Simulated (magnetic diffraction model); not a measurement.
# LaDy3Ge2Ru4Pb2 below its ordering temperature

Space group Pmmn (no. 59, origin choice 1), a = 4.6210 Å, b = 14.3060 Å, c = 7.6830 Å.

| site | atom | x | y | z |
| --- | --- | --- | --- | --- |
| 4e | Pb | 1/2 | 0.3533 | 0.4108 |
| 2a | Dy | 1/2 | 1/2 | 0.7036 |
| 4e | Dy | 1/2 | 0.2526 | 0.7859 |
| 2b | La | 1/2 | 0 | 0.7084 |
| 4e | Ru | 1/2 | 0.8492 | 0.4206 |
| 4e | Ru | 1/2 | 0.3902 | 0.0783 |
| 4e | Ge | 1/2 | 0.9011 | 0.0949 |

The compound is invented for this exercise: a known structure type with other elements, its cell scaled to their sizes and not relaxed.

Only Dy is taken to order (form factors of Dy3+); orders and moment sizes are assumed, and not adapted to the symmetry. Radiation: neutrons of λ = 2.52 Å (absorption by Dy left out), 1.5° to 55°; isotropic B of 0.4 Å² (Pb), 0.32 Å² (Dy), 0.35 Å² (La), 0.56 Å² (Ru) and 0.52 Å² (Ge). Simulated constant-wavelength pattern: nuclear and magnetic terms add, the magnetic one as |2.695 fm × Σ f S⊥ exp(2πi Q·r) exp(−B s²)|², summed over all Q at one angle with the factor 1/(sin²θ cos θ). For a modulated order the moment at position r is S exp(−2πi k·r) + c.c., with S = m/2 for a sine wave of amplitude m and S = m(u + iv)/2 for moments turning in a plane, u and v being orthogonal unit vectors in it; the phase factor of the sum at Q = H + k is then exp(2πi H·r). Free-ion form factors, Sears's scattering lengths of 1992, no absorption; a label names one of the reflections at its angle. The strongest nuclear line in the range is 100, and lines under 0.2 are left out.

Above the ordering temperature:

```csv
2θ (°),index,I
18.88,(0 0 1),0.3
20.29,(0 2 0),8.7
21.46,(0 1 1),12.1
33.30,(1 1 0),6.3
36.24,(0 3 1),5.5
37.11,(1 0 1),31.9
38.29,(0 0 2),12.2
38.56,(1 1 1),4.2
41.26,(0 4 0),0.7
42.65,(1 2 1),5.5
43.72,(0 2 2),2.5
48.86,(1 3 1),0.3
49.82,(0 3 2),2.6
50.49,(1 0 2),0.3
51.64,(1 1 2),2.0
54.97,(1 2 2),100.0
```

Below it (cell unchanged):

```csv
2θ (°),I
4.70,669.1
11.15,10.5
14.13,20.5
17.40,1.3
18.88,0.3
20.29,8.7
20.84,3.4
21.46,12.1
23.66,7.2
24.81,4.3
25.78,0.8
31.36,4.6
32.01,6.9
33.30,6.3
33.36,11.2
34.81,22.4
34.94,3.6
36.24,5.5
36.34,8.9
37.11,31.9
38.20,6.7
38.29,12.2
38.56,4.2
39.36,11.4
39.89,16.8
40.62,23.9
41.26,0.7
41.26,6.9
41.55,0.2
42.65,5.5
43.31,6.4
43.72,2.5
43.82,0.4
44.59,2.2
45.15,20.3
45.92,1.2
```
(The table stops after 36 lines; 18 more lie at higher angle.)

**Question.** Find the propagation vector, then choose among these models:
A. moments turning in the plane of [010] and [001], 7.8 μB on Dy; signs + at (1/2, 1/2, 0.7036), − at (0, 0, 0.2964), + at (1/2, 0.2526, 0.7859), + at (1/2, 0.7474, 0.7859), + at (0, 0.2474, 0.2141), + at (0, 0.7526, 0.2141)
B. a sine wave with moments along [001] (amplitudes given), 7.8 μB on Dy; signs + at (1/2, 1/2, 0.7036), − at (0, 0, 0.2964), + at (1/2, 0.2526, 0.7859), + at (1/2, 0.7474, 0.7859), + at (0, 0.2474, 0.2141), + at (0, 0.7526, 0.2141)
C. moments turning in the plane of [001] and [100], 7.8 μB on Dy; signs + at (1/2, 1/2, 0.7036), − at (0, 0, 0.2964), + at (1/2, 0.2526, 0.7859), + at (1/2, 0.7474, 0.7859), + at (0, 0.2474, 0.2141), + at (0, 0.7526, 0.2141)
D. a sine wave with moments along [010] (amplitudes given), 7.8 μB on Dy; signs + at (1/2, 1/2, 0.7036), − at (0, 0, 0.2964), + at (1/2, 0.2526, 0.7859), + at (1/2, 0.7474, 0.7859), + at (0, 0.2474, 0.2141), + at (0, 0.7526, 0.2141)

The new lines index as (0 0 1/4) at 4.70°, (0 1 1/4) at 11.15°, (0 0 3/4) at 14.13° and (0 1 3/4) at 17.40°, that is as H ± k with k = (0 0 1/4). Satellites come in pairs about each point of the reciprocal lattice.

Magnetic intensity, observed (below minus above) and for each model:

| 2θ (°) | index | observed | A | B | C | D |
| --- | --- | --- | --- | --- | --- | --- |
| 4.70 | (0 0 1/4) | 669.1 | 669.1 | <0.2 | 669.1 | 669.1 |
| 11.15 | (0 1 1/4) | 10.5 | 59.1 | 48.6 | 107.7 | 10.5 |
| 14.13 | (0 0 3/4) | 20.5 | 20.5 | <0.2 | 20.5 | 20.5 |
| 20.84 | (0 2 1/4) | 3.4 | 66.5 | 63.1 | 129.7 | 3.4 |
| 34.81 | (1 0 3/4) | 22.4 | 41.0 | 18.6 | 22.4 | 22.4 |
| 40.62 | (1 2 3/4) | 23.9 | 52.1 | 28.2 | 40.5 | 23.9 |
| 41.55 | (0 4 1/4) | 0.2 | 15.8 | 15.6 | 31.4 | 0.2 |
| 45.15 | (1 2 5/4) | 20.3 | 38.7 | 18.4 | 31.2 | 20.3 |

Model D matches.

The structure used: k = (0 0 1/4), a sine wave with moments along [010] (amplitudes given), 7.8 μB on Dy; signs + at (1/2, 1/2, 0.7036), − at (0, 0, 0.2964), + at (1/2, 0.2526, 0.7859), + at (1/2, 0.7474, 0.7859), + at (0, 0.2474, 0.2141), + at (0, 0.7526, 0.2141).

[Logs are printed without paths, hosts, clocks, repeated set-up lines and the standing remarks that a program may print on its own settings, such as how far it seeks lower states.]
